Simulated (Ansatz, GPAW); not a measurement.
# 1T-CdBrI monolayer in an electric field

How does 1T-CdBrI monolayer screen a perpendicular field?

Main program and level: GPAW 26.7.0 and Ansatz 0.2.0; Ansatz plane waves; layer without images along its normal, relaxation of atoms and in-plane cell, in the first sound run; inputs show where later runs differ.

## (1) The structure

The cell holds 3 atoms: 1 I, 1 Cd and 1 Br. Its edges and angles: a = 4.200 Å, b = 4.200 Å, c = 18.260 Å, α = 90.0°, β = 90.0°, γ = 120.0°. Vacuum lies along c.

## (2) Relaxation

Forces are removed first; all later runs use this geometry.

Input file input.yaml:

```yaml
crystal:
  lattice:
    - [4.2, 0.0, 0.0]
    - [-2.1, 3.6373066959, 0.0]
    - [0.0, 0.0, 18.2597564834]
  atoms:
    - { symbol: I, position: [0.6666666667, 0.3333333333, 0.4381219436] }
    - { symbol: Cd, position: [0.0, 0.0, 0.512354286] }
    - { symbol: Br, position: [0.3333333333, 0.6666666667, 0.5618780564] }
  periodic: [true, true, false]
kpoints:
  mp_grid: { grid: [9, 9, 1] }
hamiltonian:
  xc: pbe
scf:
  occupations: { method: fermi_dirac, width: 0.05 }
relax:
  f_tol: 0.01
  max_steps: 90
  cell: {}
```

On the command line:

```sh
ansatz run input.yaml --threads 4 --pin off --max-ram 8192MiB --backend cpu --events-out ev --progress --plain --runs-dir out
```

Numbers of over 12 decimals in the logs are rounded to 6 here.

Log:

```text
Warning: crystal.periodic: the lattice vector that does not repeat stood 0.000° off the slab's normal, 18.260 Å along it as the deck builds it. The run solves the slab on a vector along the normal, 28.320 Å long, with every atom where it was (on the deck's vector they left 16.00 Å outside them, and the widest stretch free of ions among them is 1.36 Å). A fractional position that the run reports is one of the run's ce [...]
crystal.periodic: the lattice vector that does not repeat stood 0.000° off the slab's normal, 18.260 Å along it as the deck builds it. The run solves the slab on a vector along the normal, 28.320 Å long, with every atom where it was (on the deck's vector they left 16.00 Å outside them, and the widest stretch free of ions among them is 1.36 Å). A fractional position that the run reports is one of the run's cell, which [...]
Engine: ansatz 0.2.0, x86_64-unknown-linux-gnu
Pseudopotentials: kind: paw
Pseudopotential: I, paw, valence charge 17, recommended cutoff 420 eV (normal), I.paw.azcp
Pseudopotential: Cd, paw, valence charge 20, recommended cutoff 420 eV (normal), Cd.paw.azcp
Pseudopotential: Br, paw, valence charge 7, recommended cutoff 420 eV (normal), Br.paw.azcp
Functional definition: PBE
  parameter kappa = 0.804
  parameter beta = 0.066725
  exchange = pbe_x(kappa = kappa, mu = beta*pi^2/3)
  correlation = pbe_c(beta = beta)
Crystal: 3 atoms, lattice volume = 432.628 Å³
Basis set: ecut = 420 eV, 8309 PW (Γ), exchange–correlation on 60×60×384 points (8 copies of the dense FFT grid, shifted against one another)
Bands: 27, of which v1, the nominal top of the filled ones, is band 22 counted from 1 (21 counted from 0)
Symmetry: 6 space group operations
Space group: P3m1 (ITA 156), of the structure as read, at distance tolerance 7.6e-5 Å
k-points: 12 of 81 (time reversal used)
Non-local potential: I, projectors of the file, l = 0: 2, l = 1: 2, l = 2: 2, l = 3: 2
Non-local potential: Cd, projectors of the file, l = 0: 3, l = 1: 2, l = 2: 2, l = 3: 1
Non-local potential: Br, projectors of the file, l = 0: 2, l = 1: 2, l = 2: 2
PAW form: soft (Blöchl's): semilocal exchange-correlation on the pseudo side does not see the compensation charge
PAW one-centre angular grid: I, 590 points (default); XC on 64 Gauss nodes
PAW one-centre angular grid: Cd, 590 points (default); XC on 64 Gauss nodes
PAW one-centre angular grid: Br, 110 points (default); XC on 64 Gauss nodes
Initial density: superposition of atomic densities (neutral atoms: chi_scale 0, normalization atom), corrected by the library's trained network
Initial wavefunctions: pseudopotential atomic-orbital guess
Functional: x = pbe(κ = 0.804, μ = 0.219515), c = pbe(β = 0.066725)
SCF iter   1: F=—  HF=-18551.149370 eV  |F-HF|=—  |Δ(HF+E_count)|=         —  Δρ=8.37e-4  dr2=1.11e-2  ethr=1.77e-3  ⟨swp⟩=19.5  Hψ=2831  notcnv=0
preconditioner: auto → Resta (q_TF=auto, 1.864 Å⁻¹)  ε∞=1.6  [insulator: Δε(μ)=2.703 eV  Ē_g=12.129 eV  σ=0.050 eV  W_gap=1.00  n_scr=58 (ndim 8)  ℏωp=9.1 eV  f_vac=0.787  D(μ)=0.00/eV (n_scr^D=0)  ε∞_Penn≈1.6  vacuum switching on, ρ_ref=1.1e-2 e/Å³]
SCF iter   2: F=—  HF=-18551.151410 eV  |F-HF|=—  |Δ(HF+E_count)|=   2.04e-3  Δρ=5.42e-4  dr2=4.53e-3  ethr=2.52e-5  ⟨swp⟩=3.4  Hψ=947  notcnv=0  defer=11
SCF iter   3: F=—  HF=-18551.150828 eV  |F-HF|=—  |Δ(HF+E_count)|=   5.83e-4  Δρ=2.38e-4  dr2=4.37e-4  ethr=1.03e-5  ⟨swp⟩=3.6  Hψ=610  notcnv=0  defer=11
SCF iter   4: F=—  HF=-18551.151062 eV  |F-HF|=—  |Δ(HF+E_count)|=   2.34e-4  Δρ=9.78e-5  dr2=4.16e-5  ethr=9.93e-7  ⟨swp⟩=3.5  Hψ=743  notcnv=0  defer=11
SCF iter   5: F=—  HF=-18551.150994 eV  |F-HF|=—  |Δ(HF+E_count)|=   6.78e-5  Δρ=2.92e-5  dr2=4.54e-6  ethr=9.45e-8  ⟨swp⟩=3.3  Hψ=739  notcnv=0  defer=11
SCF iter   6: F=—  HF=-18551.150998 eV  |F-HF|=—  |Δ(HF+E_count)|=   4.07e-6  Δρ=9.44e-6  dr2=4.30e-7  ethr=1.03e-8  ⟨swp⟩=2.8  Hψ=535  notcnv=0  defer=11
SCF iter   7: F=-18551.150999 eV  HF=-18551.150998 eV  |F-HF|=1.41e-7  |Δ(HF+E_count)|=   1.97e-7  Δρ=3.09e-6  dr2=2.61e-8  ethr=2.27e-10  ⟨swp⟩=7.3  Hψ=1606  notcnv=0
SCF 1 converged in 7 iterations: F = -18551.150999 eV  dr2 = 2.61e-8
  greatest PAW one-centre occupation: 1.000 electrons in one spin orbital (limit 2), on the Cd atom at site 1 (counted from 0), in its partial waves of l = 0
relax step   1: F+E_penalty+E_count = -18551.15099859 eV  Δ(F+E_penalty+E_count) = +0.000e0 eV  max|allowed force component| = 3.389e0 eV/Å  Δτ_max = 0.0000 Å  P = +9.796 N/m  Ω = 432.628 Å³  fix = [c, alpha, beta]  reactions: c +0.000 N/m  (7 SCF iters, dr2 threshold 1.00e-7 eV, accepted)
Crystal: 3 atoms, lattice volume = 440.326 Å³
Basis set: ecut = 420 eV, 8549 PW (Γ), exchange–correlation on 60×60×384 points (8 copies of the dense FFT grid, shifted against one another)
Initial density: handed on by an earlier stage of this run
Initial wavefunctions: those handed on with the density
iter 1 solved again at ethr=4.18e-5 eV; its pass at ethr=3.10e-3 eV (dr2=1.84e-2 eV) is discarded
SCF iter   1: F=—  HF=-18552.220195 eV  |F-HF|=—  |Δ(HF+E_count)|=         —  Δρ=2.46e-3  dr2=1.79e-2  ethr=4.18e-5  ⟨swp⟩=3.0  Hψ=2597  notcnv=0
preconditioner: auto → Resta (q_TF=auto, 1.859 Å⁻¹)  ε∞=1.6  [insulator: Δε(μ)=2.750 eV  Ē_g=11.823 eV  σ=0.050 eV  W_gap=1.00  n_scr=58 (ndim 8)  ℏωp=9.0 eV  f_vac=0.776  D(μ)=0.00/eV (n_scr^D=0)  ε∞_Penn≈1.6  vacuum switching on, ρ_ref=1.0e-2 e/Å³]
SCF iter   2: F=—  HF=-18552.217536 eV  |F-HF|=—  |Δ(HF+E_count)|=   2.66e-3  Δρ=1.21e-3  dr2=3.08e-3  ethr=4.06e-5  ⟨swp⟩=2.3  Hψ=486  notcnv=0
SCF iter   3: F=—  HF=-18552.217800 eV  |F-HF|=—  |Δ(HF+E_count)|=   2.64e-4  Δρ=2.87e-4  dr2=3.22e-4  ethr=7.01e-6  ⟨swp⟩=2.6  Hψ=593  notcnv=0
SCF iter   4: F=—  HF=-18552.217817 eV  |F-HF|=—  |Δ(HF+E_count)|=   1.70e-5  Δρ=7.84e-5  dr2=3.52e-5  ethr=7.32e-7  ⟨swp⟩=3.6  Hψ=654  notcnv=0
SCF iter   5: F=—  HF=-18552.217732 eV  |F-HF|=—  |Δ(HF+E_count)|=   8.53e-5  Δρ=2.72e-5  dr2=7.45e-6  ethr=7.99e-8  ⟨swp⟩=3.3  Hψ=641  notcnv=0
SCF iter   6: F=—  HF=-18552.217732 eV  |F-HF|=—  |Δ(HF+E_count)|=   4.54e-7  Δρ=1.28e-5  dr2=2.22e-6  ethr=1.69e-8  ⟨swp⟩=3.0  Hψ=519  notcnv=0
SCF iter   7: F=-18552.217732 eV  HF=-18552.217732 eV  |F-HF|=8.28e-9  |Δ(HF+E_count)|=   1.63e-7  Δρ=4.12e-6  dr2=1.05e-7  ethr=6.82e-10  ⟨swp⟩=5.4  Hψ=1586  notcnv=0
SCF 2 converged in 7 iterations: F = -18552.217732 eV  dr2 = 1.05e-7
relax step   2: F+E_penalty+E_count = -18552.21773208 eV  Δ(F+E_penalty+E_count) = -1.067e0 eV  max|allowed force component| = 1.886e0 eV/Å  Δτ_max = 0.1950 Å  P = +3.976 N/m  Ω = 440.326 Å³  energy of the carried Pulay correction = -3.355e-4 eV  fix = [c, alpha, beta]  reactions: c +0.000 N/m  (7 SCF iters, dr2 threshold 3.00e-7 eV, accepted)
Crystal: 3 atoms, lattice volume = 440.857 Å³
Basis set: ecut = 420 eV, 8573 PW (Γ), exchange–correlation on 60×60×384 points (8 copies of the dense FFT grid, shifted against one another)
iter 1 solved again at ethr=9.50e-5 eV; its pass at ethr=3.10e-3 eV (dr2=4.18e-2 eV) is discarded
SCF iter   1: F=—  HF=-18552.642330 eV  |F-HF|=—  |Δ(HF+E_count)|=         —  Δρ=2.29e-3  dr2=3.78e-2  ethr=9.50e-5  ⟨swp⟩=2.2  Hψ=2199  notcnv=0
preconditioner: auto → Resta (q_TF=auto, 1.858 Å⁻¹)  ε∞=1.6  [insulator: Δε(μ)=2.548 eV  Ē_g=11.594 eV  σ=0.050 eV  W_gap=1.00  n_scr=58 (ndim 8)  ℏωp=9.0 eV  f_vac=0.765  D(μ)=0.00/eV (n_scr^D=0)  ε∞_Penn≈1.6  vacuum switching on, ρ_ref=9.7e-3 e/Å³]
SCF iter   2: F=—  HF=-18552.636584 eV  |F-HF|=—  |Δ(HF+E_count)|=   5.75e-3  Δρ=1.24e-3  dr2=1.25e-2  ethr=8.58e-5  ⟨swp⟩=4.1  Hψ=574  notcnv=0
SCF iter   3: F=—  HF=-18552.634761 eV  |F-HF|=—  |Δ(HF+E_count)|=   1.82e-3  Δρ=6.98e-4  dr2=2.28e-3  ethr=2.83e-5  ⟨swp⟩=3.0  Hψ=588  notcnv=0  defer=4
SCF iter   4: F=—  HF=-18552.634668 eV  |F-HF|=—  |Δ(HF+E_count)|=   9.24e-5  Δρ=3.18e-4  dr2=4.87e-4  ethr=5.19e-6  ⟨swp⟩=2.2  Hψ=479  notcnv=0  defer=4
SCF iter   5: F=—  HF=-18552.634645 eV  |F-HF|=—  |Δ(HF+E_count)|=   2.31e-5  Δρ=8.58e-5  dr2=2.61e-5  ethr=1.11e-6  ⟨swp⟩=2.8  Hψ=457  notcnv=0  defer=4
SCF iter   6: F=—  HF=-18552.634562 eV  |F-HF|=—  |Δ(HF+E_count)|=   8.38e-5  Δρ=2.12e-5  dr2=2.10e-6  ethr=5.93e-8  ⟨swp⟩=3.3  Hψ=694  notcnv=0  defer=5
SCF iter   7: F=-18552.634562 eV  HF=-18552.634562 eV  |F-HF|=6.15e-8  |Δ(HF+E_count)|=   3.57e-7  Δρ=5.04e-6  dr2=1.01e-7  ethr=6.82e-10  ⟨swp⟩=6.8  Hψ=1407  notcnv=0
SCF 3 converged in 7 iterations: F = -18552.634562 eV  dr2 = 1.01e-7
relax step   3: F+E_penalty+E_count = -18552.63456193 eV  Δ(F+E_penalty+E_count) = -4.168e-1 eV  max|allowed force component| = 7.112e-1 eV/Å  Δτ_max = 0.1948 Å  P = +1.094 N/m  Ω = 440.857 Å³  energy of the carried Pulay correction = -3.582e-4 eV  fix = [c, alpha, beta]  reactions: c +0.000 N/m  (7 SCF iters, dr2 threshold 3.00e-7 eV, accepted)
[...]
relax step   4: F+E_penalty+E_count = -18552.69698436 eV  Δ(F+E_penalty+E_count) = -6.242e-2 eV  max|allowed force component| = 2.954e-1 eV/Å  Δτ_max = 0.2000 Å  P = -0.609 N/m  Ω = 436.962 Å³  energy of the carried Pulay correction = -1.901e-4 eV  fix = [c, alpha, beta]  reactions: c -0.000 N/m  (7 SCF iters, dr2 threshold 3.00e-7 eV, accepted)
[...]
relax step   5: F+E_penalty+E_count = -18552.71279123 eV  Δ(F+E_penalty+E_count) = -1.581e-2 eV  max|allowed force component| = 5.742e-2 eV/Å  Δτ_max = 0.0540 Å  P = -0.169 N/m  Ω = 437.183 Å³  energy of the carried Pulay correction = -1.997e-4 eV  fix = [c, alpha, beta]  reactions: c -0.000 N/m  (7 SCF iters, dr2 threshold 3.00e-7 eV, accepted)
[...]
relax step   6: F+E_penalty+E_count = -18552.71344406 eV  Δ(F+E_penalty+E_count) = -6.528e-4 eV  max|allowed force component| = 2.697e-2 eV/Å  Δτ_max = 0.0058 Å  P = -0.067 N/m  Ω = 436.091 Å³  energy of the carried Pulay correction = -1.521e-4 eV  fix = [c, alpha, beta]  reactions: c -0.000 N/m  (5 SCF iters, dr2 threshold 2.06e-7 eV, accepted)
[...]
relax step   7: F+E_penalty+E_count = -18552.71367966 eV  Δ(F+E_penalty+E_count) = -2.356e-4 eV  max|allowed force component| = 4.845e-3 eV/Å  Δτ_max = 0.0036 Å  P = -0.015 N/m  Ω = 434.886 Å³  energy of the carried Pulay correction = -9.940e-5 eV  fix = [c, alpha, beta]  reactions: c -0.000 N/m  (5 SCF iters, dr2 threshold 4.54e-8 eV, accepted)
Initial wavefunctions: pseudopotential atomic-orbital guess (no wavefunctions were taken with the density)
iter 1 solved again at ethr=3.56e-6 eV; its pass at ethr=3.10e-3 eV (dr2=1.57e-3 eV) is discarded
SCF iter   1: F=—  HF=-18552.710767 eV  |F-HF|=—  |Δ(HF+E_count)|=         —  Δρ=8.40e-5  dr2=7.19e-7  ethr=3.56e-6  ⟨swp⟩=3.8  Hψ=3429  notcnv=0
eigensolver tolerance schedule: the retry pair's looser diagonalisation over-reported the residual by 2178.75 of it (diagonalisation noise at an unbounded share of the residual, at the tolerance the schedule requests for it); recorded, not acted on — ethr = c·dr2/N_el stays at c = 1.0e-1
preconditioner: auto → Resta (q_TF=auto, 1.862 Å⁻¹)  ε∞=1.6  [insulator: Δε(μ)=2.558 eV  Ē_g=11.409 eV  σ=0.050 eV  W_gap=1.00  n_scr=58 (ndim 8)  ℏωp=9.1 eV  f_vac=0.756  D(μ)=0.00/eV (n_scr^D=0)  ε∞_Penn≈1.6  vacuum switching on, ρ_ref=9.4e-3 e/Å³]
SCF iter   2: F=—  HF=-18552.712646 eV  |F-HF|=—  |Δ(HF+E_count)|=   1.88e-3  Δρ=4.20e-5  dr2=1.75e-7  ethr=1.63e-9  ⟨swp⟩=5.3  Hψ=1179  notcnv=0
SCF iter   3: F=—  HF=-18552.713721 eV  |F-HF|=—  |Δ(HF+E_count)|=   1.07e-3  Δρ=5.10e-6  dr2=1.93e-8  ethr=3.97e-10  ⟨swp⟩=3.2  Hψ=592  notcnv=0
SCF iter   4: F=—  HF=-18552.713763 eV  |F-HF|=—  |Δ(HF+E_count)|=   4.28e-5  Δρ=7.46e-7  dr2=3.29e-9  ethr=4.39e-11  ⟨swp⟩=3.8  Hψ=742  notcnv=0
SCF iter   5: F=—  HF=-18552.713765 eV  |F-HF|=—  |Δ(HF+E_count)|=   1.84e-6  Δρ=3.20e-7  dr2=1.40e-9  ethr=7.48e-12  ⟨swp⟩=2.7  Hψ=503  notcnv=0
SCF iter   6: F=—  HF=-18552.713766 eV  |F-HF|=—  |Δ(HF+E_count)|=   2.45e-7  Δρ=1.51e-7  dr2=3.01e-10  ethr=3.19e-12  ⟨swp⟩=3.3  Hψ=565  notcnv=0
SCF iter   7: F=-18552.713766 eV  HF=-18552.713766 eV  |F-HF|=1.36e-8  |Δ(HF+E_count)|=   2.64e-8  Δρ=5.36e-8  dr2=1.90e-11  ethr=1.00e-12  ⟨swp⟩=7.7  Hψ=2046  notcnv=0
SCF 8 converged in 7 iterations: F = -18552.713766 eV  dr2 = 1.90e-11
relax step   8: F+E_penalty+E_count = -18552.71376560 eV  Δ(F+E_penalty+E_count) = -8.594e-5 eV  max|allowed force component| = 4.848e-3 eV/Å  Δτ_max = 0.0000 Å  P = -0.018 N/m  Ω = 434.886 Å³  fix = [c, alpha, beta]  reactions: c -0.000 N/m  stress off target by 1.77e-2 N/m on what of the cell is left free  SCF on the basis re-selected at this cell (its energy is not comparable with the rows above)  (7 SCF iters)
basis re-selected at this cell: Δ(F+E_penalty+E_count) = -8.594e-5 eV, ΔP = -0.003 N/m vs the last step (what re-selecting the basis moved, of the pressure what is left beyond the Pulay correction that the steps carried, after the strain that the cell walked since its last selection, with what the two solves' SCF thresholds leave and, on support functions, any second-order correction that the steps lacked; it is no m [...]
SCF converged after 7 iterations
Free energy (F): -18552.713766 eV
Harris-Foulkes:  -18552.713766 eV  (|F-HF|=1.36e-8)
Internal energy: -18552.713766 eV  (E = F + TS)
E sigma→0 (E₀):  -18552.713766 eV
Fermi energy:    -5.160029 eV
--- Per-component energies (eV) ---
  E_band       = -1442.807410
  E_kinetic    = 825.246006
  E_local      = -70000.458148  (includes V_loc(G=0)·N_el)
  E_nonlocal   = 14.087109
  E_hartree    = 34570.116165
  E_xc         = -567.583354
  E_vxc        = -451.487306  (∫ρ·V_xc dr)
  E_paw        = -11147.521904  (= ΣΔE_a)
  E_vpaw       = -970.428033  (= ΣTr[D̂ρ^β])
  E_aug_tail   = 0.000031  (compensation charges beyond the density's cutoff)
  E_ewald      = 27753.400329
  E_smearing   = -0.000000  (= −TS)
  E_closure    = 0.000000  (closes the sum)
  Σ components = -18552.713766   (vs F -18552.713766, Δ=0.00e0)
--- Forces (eV/Å), atoms counted from 1 ---
  atom   1  I      0.00000000     0.00000000    -0.00482529
  atom   2  Cd    -0.00000000     0.00000000    -0.00002279
  atom   3  Br    -0.00000000    -0.00000000     0.00484861
  max |Σ_I F_I| component: 5.33e-7 eV/Å
--- 2D stress c σ (N/m, compression-positive) ---
       -0.017665       0.000000       0.000000
       -0.000000      -0.017665       0.000000
        0.000000       0.000000      -0.000000
  P = ½ c Tr σ = -0.0177 N/m
--- Relaxed structure (7 steps of the walk, 7 accepted, 1 SCFs on fresh bases) ---
  F+E_penalty+E_count = -18552.71376560 eV   max|allowed force component| = 4.848e-3 eV/Å   (the final SCF, on the basis selected at the relaxed cell)
  cell:  # Å, volume = 434.8856 Å³
    - [4.210942, 0, 0]
    - [-2.105471, 3.646783, 0]
    - [0, 0, 28.319513]
  atoms:
    - { symbol: I, position: [0.666667, 0.333333, 0.265880] }
    - { symbol: Cd, position: [-1.1738130448626467e-18, 0, 0.328002] }
    - { symbol: Br, position: [0.333333, 0.666667, 0.381248] }
```

Wall time 15 s (4 threads of AMD EPYC 9R14 (Zen 4), shared host); peak memory 0.83 GiB.

Step by step:

| step | energy less that of the first step (eV) | largest force component (eV/Å) | volume (Å³) |
| --- | --- | --- | --- |
| 1 | 0.0000 | 3.3889 | 432.63 |
| 2 | -1.0667 | 1.8864 | 440.33 |
| 3 | -1.4836 | 0.7112 | 440.86 |
| 4 | -1.5460 | 0.2954 | 436.96 |
| 5 | -1.5618 | 0.0574 | 437.18 |
| 6 | -1.5624 | 0.0270 | 436.09 |
| 7 | -1.5627 | 0.0048 | 434.89 |
| 8* | -1.5628 | 0.0048 | 434.89 |

Relaxation steps marked * repeat the geometry before them on a plane-wave basis chosen anew for their cell, so energy and pressure can jump there.

The run keeps the 6 symmetry operations that it works with, so distortions that break them were not tested.

| cell as run | before | after | change |
| --- | --- | --- | --- |
| a (Å) | 4.200 | 4.211 | +0.3 % |
| b (Å) | 4.200 | 4.211 | +0.3 % |

The atoms that moved most (Å, along periodic axes as changes of fractional coordinates times the final cell, across vacuum about the mean position):

| atom | dx | dy | dz | length |
| --- | --- | --- | --- | --- |
| Br3 | 0.000 | 0.000 | 0.537 | 0.537 |
| I1 | 0.000 | 0.000 | -0.470 | 0.470 |
| Cd2 | 0.000 | 0.000 | -0.067 | 0.067 |

Final coordinates:

```xyz
3
Lattice="4.2109 0.0000 0.0000 -2.1055 3.6468 0.0000 0.0000 0.0000 28.3195" Properties=species:S:1:pos:R:3
I     2.1055    1.2156    7.5296
Cd    0.0000    0.0000    9.2889
Br    0.0000    2.4312   10.7968
```

Numbers from this step:

- free energy: -18552.7138 eV
- gap by band count: 2.559 eV
- symmetry operations: 6

The relaxation lowered the energy of the cell by 1.56 eV.

## (3) The slab's potential

The work function is the vacuum plateau of the electrostatic potential less the Fermi level; a dipole layer lets the two faces have plateaus of their own.

This step: GPAW, PAW setups; slab in vacuum (GPAW 26.7.0).

The cell differs from the one that the last finished run ended in (c 28.320 → 19.267 Å).

Input file run.py:

```python
import json
import numpy as np
from ase import Atoms
from gpaw import GPAW, PW

slab = Atoms(
    ['I', 'Cd', 'Br'],
    positions=[
        [2.10547, 1.21559, 8.00000],
        [-0.00000, 0.00000, 9.75926],
        [-0.00000, 2.43119, 11.26717]],
    cell=[[4.21094, -0.0, 0.0], [-2.10547, 3.64678, -0.0], [0.0, 0.0, 19.2672]],
    pbc=[True, True, False])

slab.calc = GPAW(mode=PW(400), xc='PBE', kpts={'size': (9, 9, 1), 'gamma': True},
                 occupations={'name': 'fermi-dirac', 'width': 0.05}, nbands='140%',
                 convergence={'density': 1e-05}, maxiter=200,
                 poissonsolver={'dipolelayer': 'xy'},
                 symmetry={'tolerance': 1e-3}, txt='slab.txt')
result = {}
energy = slab.get_potential_energy()
fermi = slab.calc.get_fermi_level()
v = slab.calc.get_electrostatic_potential().mean((0, 1)) - fermi
n = slab.calc.get_pseudo_density().mean((0, 1))
L = slab.cell[2, 2]
z = np.arange(len(v)) * L / len(v)
low, high = slab.positions[:, 2].min(), slab.positions[:, 2].max()
below, above = np.interp([low - 5.8, high + 5.8], z, v)
slopes = [np.interp(x, z, np.gradient(v, z)) for x in (low - 5.8, high + 5.8)]
eps = np.array([[slab.calc.get_eigenvalues(k, s) for k in range(len(slab.calc.get_ibz_k_points()))]
                for s in range(slab.calc.get_number_of_spins())]) - fermi
top, bottom = eps[eps < 0].max(), eps[eps > 0].min()
dipole = slab.get_dipole_moment()[2]
print(f'energy {energy:.4f} eV, Fermi level {fermi:.4f} eV, dipole {dipole:.5f} e A')
print(f'potential 5.8 A off the faces, from the Fermi level: lower {below:.4f} eV, upper {above:.4f} eV')
print(f'slope of the potential there: lower {slopes[0]:.5f}, upper {slopes[1]:.5f} eV/A')
print(f'nearest levels on the mesh: {top:.4f} and {bottom:.4f} eV')
print('magnetic moment', round(slab.get_magnetic_moment(), 3))
result.update(energy=energy, fermi=fermi, dipole=dipole, below=below, above=above, slopes=slopes, edges=[top, bottom],
              z=z.tolist(), v=v.tolist(), n=n.tolist(), positions=slab.positions.tolist(),
              forces=slab.get_forces(apply_constraint=False).tolist(), moments=slab.get_magnetic_moments().tolist())
json.dump(result, open('result.json', 'w'))
```

On the command line:

```sh
OMP_NUM_THREADS=1 OPENBLAS_NUM_THREADS=1 python run.py
```

Log:

```text
energy -6.1114 eV, Fermi level -2.0108 eV, dipole -0.02654 e A
potential 5.8 A off the faces, from the Fermi level: lower 4.8017 eV, upper 5.1150 eV
slope of the potential there: lower -0.00003, upper 0.00004 eV/A
nearest levels on the mesh: -1.5135 and 1.0395 eV
magnetic moment 0.0
```

Run time: 11 s. Hardware: 1 thread; peak memory 0.21 GiB.

This step gave:

* dipole along the normal: -0.02654 e·Å
* levels nearest the Fermi level on the mesh: -1.514, 1.039 eV from the Fermi level
* upper work function: 5.115 eV
* lower work function: 4.802 eV
* upper ionisation energy: 6.629 eV

Table of electrostatic potential energy of an electron (without an applied field's), less the Fermi level, planar mean by z:

| z (Å) | electrostatic potential energy of an electron (without an applied field's), less the Fermi level, planar mean (eV) |
| --- | --- |
| 0.0 | 4.96 |
| 0.5 | 4.80 |
| 1.0 | 4.80 |
| 1.5 | 4.80 |
| 2.0 | 4.80 |
| 2.5 | 4.80 |
| 3.0 | 4.80 |
| 3.5 | 4.80 |
| 4.0 | 4.80 |
| 4.5 | 4.80 |
| 5.0 | 4.79 |
| 5.5 | 4.77 |
| 6.0 | 4.66 |
| 6.5 | 4.18 |
| 7.0 | 2.12 |
| 7.5 | -5.21 |
| 8.0 | -14.1 |
| 8.5 | -6.42 |
| 9.0 | -2.16 |
| 9.5 | -7.68 |
| 10.0 | -7.96 |
| 10.5 | -2.82 |
| 11.0 | -7.49 |
| 11.5 | -7.00 |
| 12.0 | 1.47 |
| 12.5 | 4.34 |
| 13.0 | 4.95 |
| 13.5 | 5.08 |
| 14.0 | 5.11 |
| 14.5 | 5.11 |
| 15.0 | 5.11 |
| 15.5 | 5.11 |
| 16.0 | 5.11 |
| 16.5 | 5.12 |
| 17.0 | 5.12 |
| 17.5 | 5.12 |
| 18.0 | 5.12 |
| 18.5 | 5.12 |
| 19.0 | 5.07 |

The pseudo valence density, planar mean by z:

| z (Å) | pseudo valence density, planar mean (e/Å³) |
| --- | --- |
| 4 | 1.9e-5 |
| 5 | 3.6e-4 |
| 6 | 0.00683 |
| 7 | 0.117 |
| 8 | 0.140 |
| 9 | 0.266 |
| 10 | 0.611 |
| 11 | 0.292 |
| 12 | 0.168 |
| 13 | 0.00913 |
| 14 | 3.9e-4 |
| 15 | 1.7e-5 |

The layer is gapped, so the Fermi level lies somewhere inside the gap, set by smearing and numerics, and these work functions are no property of the material; the band edges below the vacuum level are. The potential is flat to 4.1e-5 eV/Å where it is read, so the vacuum is wide enough. The geometry is the other program's minimum; here the largest force on a free atom is 5.6e-4 eV/Å.

[end of part 1 of 2]

[Logs are printed without paths, hosts, clocks, repeated set-up lines and the standing remarks that a program may print on its own settings, such as how far it seeks lower states.]

[Hosts, paths, dates, database ids (printed as entryN), source tags and the programs' standing remarks are cut or masked in the printed files.]
